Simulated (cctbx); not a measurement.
**A crystallographic session in cctbx: Rb3Y3P4**

Library: cctbx 2025.11. The data are simulated by the first script.

## 1. Simulate the data

run.py:

```python
from cctbx import adptbx, crystal, miller, sgtbx, xray
from cctbx.array_family import flex
from iotbx.shelx import hklf
from scitbx import matrix
import scitbx.random

cs = crystal.symmetry(unit_cell=(11.373, 11.373, 11.373, 90, 90, 90), space_group_symbol='Hall: I -4bd 2c 3')  # I-43d
atoms = [  # label, site, U (iso, or U11 U22 U33 U12 U13 U23 in A^2), occupancy
    ("Y1", (0.5, 0.25, 0.125), (0.0201, 0.0201, 0.0336, -0.0000, 0.0000, 0.0000), 1),
    ("Rb1", (0, 0.75, 0.125), (0.0336, 0.0336, 0.0338, -0.0000, 0.0000, 0.0000), 1),
    ("P1", (0.1732, 0.1732, 0.1732), (0.0287, 0.0287, 0.0287, 0.0044, 0.0044, 0.0044), 1),
]
xs = xray.structure(crystal_symmetry=cs)
for label, site, u, occ in atoms:
    u = adptbx.u_cif_as_u_star(cs.unit_cell(), u) if isinstance(u, tuple) else u
    xs.add_scatterer(xray.scatterer(label, site=site, u=u, occupancy=occ))
xs.set_inelastic_form_factors(0.71073, "sasaki")
xs.show_summary()
p1 = xs.expand_to_p1()
ms = miller.build_set(p1, anomalous_flag=True, d_min=0.77)
flex.set_random_seed(679045)
scitbx.random.set_random_seed(679045)
ms = ms.select(flex.random_double(ms.size()) < 0.9)
i = ms.structure_factors_from_scatterers(p1, algorithm="direct").f_calc().as_intensity_array().data()
i = i / flex.sqrt(1 + 0.1 * i / flex.max(i))  # extinction
i = i * 40000 / flex.max(i)
sig = flex.sqrt(i + flex.pow2(0.06 * i) + 4 ** 2)
noise = scitbx.random.variate(scitbx.random.normal_distribution())(i.size())
data = ms.array(data=i + sig * noise, sigmas=sig).set_observation_type_xray_intensity()
with open("data.hkl", "w") as f:
    data.export_as_shelx_hklf(f)
print("reflections written:", data.size(), " <I/sigma> = %.1f" % flex.mean(data.data() / data.sigmas()))
for h, a, b in list(data.sort("data"))[:12]:
    print("%4d%4d%4d %9.1f %7.1f" % (h + (a, b)))
```

```console
$ python run.py
```

```text
Number of scatterers: 3
At special positions: 3
Unit cell: (11.373, 11.373, 11.373, 90, 90, 90)
Space group: I -4 3 d (No. 220)
reflections written: 12134  <I/sigma> = 5.3
  -4  -4  -4   41825.9  2408.3
   4   4   4   41561.4  2199.1
  -4   4   4   40960.0  2408.3
  -4  -4   4   39860.1  2199.1
  -4   4  -4   38561.4  2199.1
   4  -4   4   38480.7  2408.3
   4  -4  -4   34050.9  2199.1
  -2  -4   0   30868.1  1747.8
   0  -4  -2   30827.8  1747.8
   2  -4   0   30457.5  1747.8
   0  -4   2   30215.4  1747.8
  -4   0  -2   29363.0  1747.8
```

It took 0.32 s on 1 thread of AMD EPYC 7B13 (Zen 3), with other jobs on the host, peak memory 0.07 GiB.

## 2. Refinement (refined in the given hand)

run.py:

```python
import math
from cctbx import adptbx, crystal, maptbx, sgtbx, xray
from cctbx.array_family import flex
from cctbx.xray import observations
from iotbx.shelx import hklf
from scitbx.lstbx import normal_eqns_solving
from smtbx import absolute_structure, utils
from smtbx.refinement import constraints, least_squares

cs = crystal.symmetry(unit_cell=(11.373, 11.373, 11.373, 90, 90, 90), space_group_symbol='Hall: I -4bd 2c 3')  # I-43d
atoms = [  # label, site, U (iso, or U11 U22 U33 U12 U13 U23 in A^2), occupancy
    ("Y1", (0.5, 0.25, 0.125), 0.0200, 1),
    ("Rb1", (0, 0.75, 0.125), 0.0200, 1),
    ("P1", (0.1735, 0.1735, 0.1735), 0.0200, 1),
]
xs = xray.structure(crystal_symmetry=cs)
for label, site, u, occ in atoms:
    u = adptbx.u_cif_as_u_star(cs.unit_cell(), u) if isinstance(u, tuple) else u
    xs.add_scatterer(xray.scatterer(label, site=site, u=u, occupancy=occ))
xs.set_inelastic_form_factors(0.71073, "sasaki")
xs.convert_to_anisotropic()
raw = hklf.reader(file_name="data.hkl").as_miller_arrays(crystal_symmetry=cs, anomalous=True)[0]
merged = raw.eliminate_sys_absent().merge_equivalents()
fo2 = merged.array().set_observation_type_xray_intensity()
print("Rint %.3f, %d unique reflections to %.2f A" % (merged.r_int(), fo2.size(), fo2.d_min()))
for sc in xs.scatterers():
    sc.flags.set_grad_site(True)
    sc.flags.set_grad_u_aniso(sc.flags.use_u_aniso())
    sc.flags.set_grad_u_iso(sc.flags.use_u_iso())
obs = fo2.as_xray_observations()
extra = {}
rep = constraints.reparametrisation(xs, [], utils.connectivity_table(xs), **extra)
ls = least_squares.crystallographic_ls(obs, rep, weighting_scheme=least_squares.mainstream_shelx_weighting(a=0, b=0))
print("cycle     R1     wR2    GooF  max shift (A)")
for cycle in range(8):
    ls.build_up()
    r1, wr2, goof = ls.r1_factor(cutoff_factor=2)[0], ls.wR2(), ls.goof()
    old = xs.sites_cart()
    normal_eqns_solving.levenberg_marquardt_iterations(ls, n_max_iterations=3, tau=1e-06, step_threshold=1e-7)
    big = flex.max((xs.sites_cart() - old).norms())
    print("%4d %7.4f %7.4f %7.3f %9.5f" % (cycle + 1, r1, wr2, goof, big))
    ls.build_up(objective_only=True)
    if abs(ls.wR2() - wr2) < 5e-5 and big < 5e-4:
        break
ls.build_up()
print("final R1 %.4f wR2 %.4f GooF %.3f  parameters %d  data/parameter %.1f" % (ls.r1_factor(cutoff_factor=2)[0], ls.wR2(), ls.goof(), ls.n_parameters, fo2.size() / ls.n_parameters))
cov = ls.covariance_matrix_and_annotations()
su = dict(zip(cov.annotations, (math.sqrt(max(v, 0)) for v in cov.matrix.matrix_packed_u_diagonal())))
a2 = cs.unit_cell().reciprocal_parameters()[0] ** -2
print("atom        x        y        z      Ueq    occ   su(xyz)  su(Uiso or U11)")
for sc in xs.scatterers():
    s = max(su.get(sc.label + k, 0) for k in (".x", ".y", ".z"))
    npd = "" if sc.is_positive_definite_u(cs.unit_cell()) else "  NPD"
    print("%-5s %8.5f %8.5f %8.5f %8.4f %6.3f %8.5f %7.4f%s" % ((sc.label,) + sc.site + (sc.u_iso_or_equiv(cs.unit_cell()), sc.occupancy, s, su.get(sc.label + ".uiso", su.get(sc.label + ".u11", 0) * a2), npd)))
fc = fo2.structure_factors_from_scatterers(xs, algorithm="direct").f_calc()
absolute_structure.flack_analysis(xs, fo2.as_xray_observations()).show()
h = absolute_structure.hooft_analysis(fo2, fc, scale_factor=ls.scale_factor())
print("Hooft y: %.3f(%.0f)  Bijvoet pairs: %d" % (h.hooft_y, 1000 * h.sigma_y, h.n_bijvoet_pairs))
fo = fo2.f_sq_as_f()
fc = fo.structure_factors_from_scatterers(xs, algorithm="direct").f_calc()
diff = fo.f_obs_minus_f_calc(1 / math.sqrt(ls.scale_factor()), fc).average_bijvoet_mates()
m = diff.fft_map(symmetry_flags=maptbx.use_space_group_symmetry, resolution_factor=0.25).apply_volume_scaling()
print("difference map: max %.2f min %.2f rms %.2f" % (m.statistics().max(), m.statistics().min(), m.statistics().sigma()))
peaks = m.peak_search(parameters=maptbx.peak_search_parameters(min_distance_sym_equiv=0.6, max_clusters=6)).all()
near = xs.closest_distances(peaks.sites(), distance_cutoff=4)
sps = cs.special_position_settings(min_distance_sym_equiv=0.5)
for k, (x, h) in enumerate(zip(peaks.sites(), peaks.heights())):
    ss = sps.site_symmetry(x)
    print("Q%-3d %7.4f %7.4f %7.4f %4d %7.2f  %.2f A from %s" % ((k + 1,) + tuple(t % 1 for t in ss.exact_site()) + (ss.multiplicity(), h, near.smallest_distances[k], xs.scatterers()[near.i_seqs[k]].label)))
```

```console
$ python run.py
```

```text
Rint 0.048, 291 unique reflections to 0.77 A
cycle     R1     wR2    GooF  max shift (A)
   1  0.1028  0.2612  13.814   0.00567
   2  0.0078  0.0194   1.026   0.00000
final R1 0.0078 wR2 0.0194 GooF 1.026  parameters 7  data/parameter 41.6
atom        x        y        z      Ueq    occ   su(xyz)  su(Uiso or U11)
Y1     0.50000  0.25000  0.12500   0.0246  1.000  0.00000  0.0001
Rb1    0.00000  0.75000  0.12500   0.0336  1.000  0.00000  0.0001
P1     0.17321  0.17321  0.17321   0.0286  1.000  0.00003  0.0001
Flack x: -0.032(6)
Hooft y: -0.011(7)  Bijvoet pairs: 124
difference map: max 0.18 min -0.26 rms 0.05
Q1    0.0166  0.1295  0.7792   48    0.19  1.76 A from Y1
Q2    0.0013  0.1378  0.1999   48    0.14  2.02 A from P1
Q3    0.0089  0.0089  0.0089   16    0.11  1.69 A from P1
Q4    0.9918  0.1091  0.8714   48    0.10  1.61 A from Y1
Q5    0.9993  0.1196  0.3710   48    0.09  1.48 A from Rb1
Q6    0.0726  0.1607  0.4119   48    0.08  1.37 A from Rb1
```

Time: 0.41 s.

## 3. Refinement

run.py, as its changes from the last script of this kind:

```diff
@@ -12,3 +12,3 @@
-    ("Y1", (0.5, 0.25, 0.125), 0.0200, 1),
-    ("Rb1", (0, 0.75, 0.125), 0.0200, 1),
-    ("P1", (0.1735, 0.1735, 0.1735), 0.0200, 1),
+    ("Y1", (0.5, 0.75, 0.875), 0.0246, 1),
+    ("Rb1", (0, 0.25, 0.875), 0.0336, 1),
+    ("P1", (0.82679, 0.82679, 0.82679), 0.0286, 1),
```

```console
$ python run.py
```

```text
Rint 0.048, 291 unique reflections to 0.77 A
cycle     R1     wR2    GooF  max shift (A)
   1  0.0685  0.2101  11.107   0.00986
   2  0.0561  0.1715   9.068   0.00000
final R1 0.0561 wR2 0.1715 GooF 9.068  parameters 7  data/parameter 41.6
atom        x        y        z      Ueq    occ   su(xyz)  su(Uiso or U11)
Y1     0.50000  0.75000  0.87500   0.0249  1.000  0.00000  0.0007
Rb1    0.00000  0.25000  0.87500   0.0339  1.000  0.00000  0.0009
P1     0.82729  0.82729  0.82729   0.0308  1.000  0.00025  0.0010
Flack x: 0.971(13)
Hooft y: 1.050(7)  Bijvoet pairs: 124
difference map: max 1.70 min -0.30 rms 0.10
Q1    0.0000  0.2500  0.3750   12    1.79  0.00 A from Y1
Q2    0.0000  0.2500  0.8750   12    0.90  0.00 A from Rb1
Q3    0.0677  0.0677  0.0677   16    0.85  0.19 A from P1
Q4    0.0696  0.4304  0.5696   16    0.67  2.03 A from P1
Q5    0.0709  0.1707  0.4193   48    0.30  1.31 A from Y1
Q6    0.0175  0.3856  0.2807   48    0.29  1.82 A from Rb1
```

Time: 0.4 s.

This run holds a fault made on purpose: the structure inverted.

## 4. Simulate the data

run.py, as its changes from the last script of this kind:

```diff
@@ -17 +17 @@
-xs.set_inelastic_form_factors(0.71073, "sasaki")
+xs.set_inelastic_form_factors(1.54184, "sasaki")
@@ -20,3 +20,3 @@
-ms = miller.build_set(p1, anomalous_flag=True, d_min=0.77)
-flex.set_random_seed(679045)
-scitbx.random.set_random_seed(679045)
+ms = miller.build_set(p1, anomalous_flag=True, d_min=0.83)
+flex.set_random_seed(531050)
+scitbx.random.set_random_seed(531050)
@@ -25,3 +25,2 @@
-i = i / flex.sqrt(1 + 0.1 * i / flex.max(i))  # extinction
-i = i * 40000 / flex.max(i)
-sig = flex.sqrt(i + flex.pow2(0.06 * i) + 4 ** 2)
+i = i * 5000 / flex.max(i)
+sig = flex.sqrt(i + flex.pow2(0.03 * i) + 15 ** 2)
```

```console
$ python run.py
```

```text
Number of scatterers: 3
At special positions: 3
Unit cell: (11.373, 11.373, 11.373, 90, 90, 90)
Space group: I -4 3 d (No. 220)
reflections written: 9771  <I/sigma> = 3.3
  -4  -4  -4    5152.0   166.5
   4   4   4    5034.3   164.0
  -4   4   4    4904.2   166.5
   4   4  -4    4765.5   166.5
  -4  -4   4    4660.4   164.0
   4  -4  -4    4651.5   164.0
  -4   4  -4    4566.1   164.0
   2   4   0    3787.6   126.3
  -4   0  -2    3781.1   126.3
   0  -2   4    3776.3   126.3
  -4   2   0    3760.8   126.3
   0   2  -4    3756.1   126.3
```

Time: 0.32 s.

## 5. Refinement (refined in the given hand)

run.py, as its changes from the last script of this kind:

```diff
@@ -12,3 +12,3 @@
-    ("Y1", (0.5, 0.75, 0.875), 0.0246, 1),
-    ("Rb1", (0, 0.25, 0.875), 0.0336, 1),
-    ("P1", (0.82679, 0.82679, 0.82679), 0.0286, 1),
+    ("Y1", (0.5, 0.25, 0.125), 0.0200, 1),
+    ("Rb1", (0, 0.75, 0.125), 0.0200, 1),
+    ("P1", (0.1737, 0.1737, 0.1737), 0.0200, 1),
@@ -20 +20 @@
-xs.set_inelastic_form_factors(0.71073, "sasaki")
+xs.set_inelastic_form_factors(1.54184, "sasaki")
```

```console
$ python run.py
```

```text
Rint 0.071, 228 unique reflections to 0.83 A
cycle     R1     wR2    GooF  max shift (A)
   1  0.0700  0.1397   6.017   0.01005
   2  0.0143  0.0213   0.916   0.00000
final R1 0.0143 wR2 0.0213 GooF 0.916  parameters 7  data/parameter 32.6
atom        x        y        z      Ueq    occ   su(xyz)  su(Uiso or U11)
Y1     0.50000  0.25000  0.12500   0.0241  1.000  0.00000  0.0003
Rb1    0.00000  0.75000  0.12500   0.0342  1.000  0.00000  0.0004
P1     0.17319  0.17319  0.17319   0.0292  1.000  0.00009  0.0004
Flack x: 0.01(11)
Hooft y: -0.014(59)  Bijvoet pairs: 96
difference map: max 0.43 min -0.56 rms 0.13
Q1    0.9941  0.1374  0.7003   48    0.45  1.76 A from P1
Q2    0.0016  0.1427  0.9376   48    0.44  1.41 A from Y1
Q3    0.0711  0.4068  0.8745   48    0.40  1.96 A from Y1
Q4    0.9958  0.1372  0.0177   48    0.35  2.07 A from Y1
Q5    0.0239  0.4091  0.5467   48    0.35  0.71 A from P1
Q6    0.0068  0.1994  0.4029   48    0.34  0.66 A from Rb1
```

Time: 0.4 s.

## 6. Simulate the data

run.py, as its changes from the last script of this kind:

```diff
@@ -21,2 +21,2 @@
-flex.set_random_seed(531050)
-scitbx.random.set_random_seed(531050)
+flex.set_random_seed(521448)
+scitbx.random.set_random_seed(521448)
@@ -25,2 +25,6 @@
-i = i * 5000 / flex.max(i)
-sig = flex.sqrt(i + flex.pow2(0.03 * i) + 15 ** 2)
+law = matrix.sqr((-1, 0, 0, 0, -1, 0, 0, 0, -1))
+mate = flex.miller_index([tuple(matrix.row(h) * law) for h in ms.indices()])
+i2 = ms.customized_copy(indices=mate).structure_factors_from_scatterers(p1, algorithm="direct").f_calc().as_intensity_array().data()
+i = (1 - 0.8) * i + 0.8 * i2
+i = i * 70000 / flex.max(i)
+sig = flex.sqrt(i + flex.pow2(0.03 * i) + 8 ** 2)
```

```console
$ python run.py
```

```text
Number of scatterers: 3
At special positions: 3
Unit cell: (11.373, 11.373, 11.373, 90, 90, 90)
Space group: I -4 3 d (No. 220)
reflections written: 9763  <I/sigma> = 9.6
  -4  -4  -4   71889.8  2095.6
   4  -4  -4   69573.6  2116.6
   4  -4   4   69385.8  2095.6
   4   4   4   69039.8  2116.6
  -4   4  -4   68726.2  2116.6
  -4   4   4   68502.5  2095.6
  -4  -4   4   67532.2  2116.6
   4   4  -4   67320.6  2095.6
   2   0  -4   54243.4  1560.0
   4   0  -2   53566.0  1560.0
   0   2  -4   53482.1  1560.0
   0   4   2   53078.6  1560.0
```

Run time: 0.38 s on 1 thread of AMD EPYC 7B13 (Zen 3), with other jobs on the host, peak memory 0.07 GiB.

[Logs are printed without paths, hosts, clocks, repeated set-up lines and the standing remarks that a program may print on its own settings, such as how far it seeks lower states.]
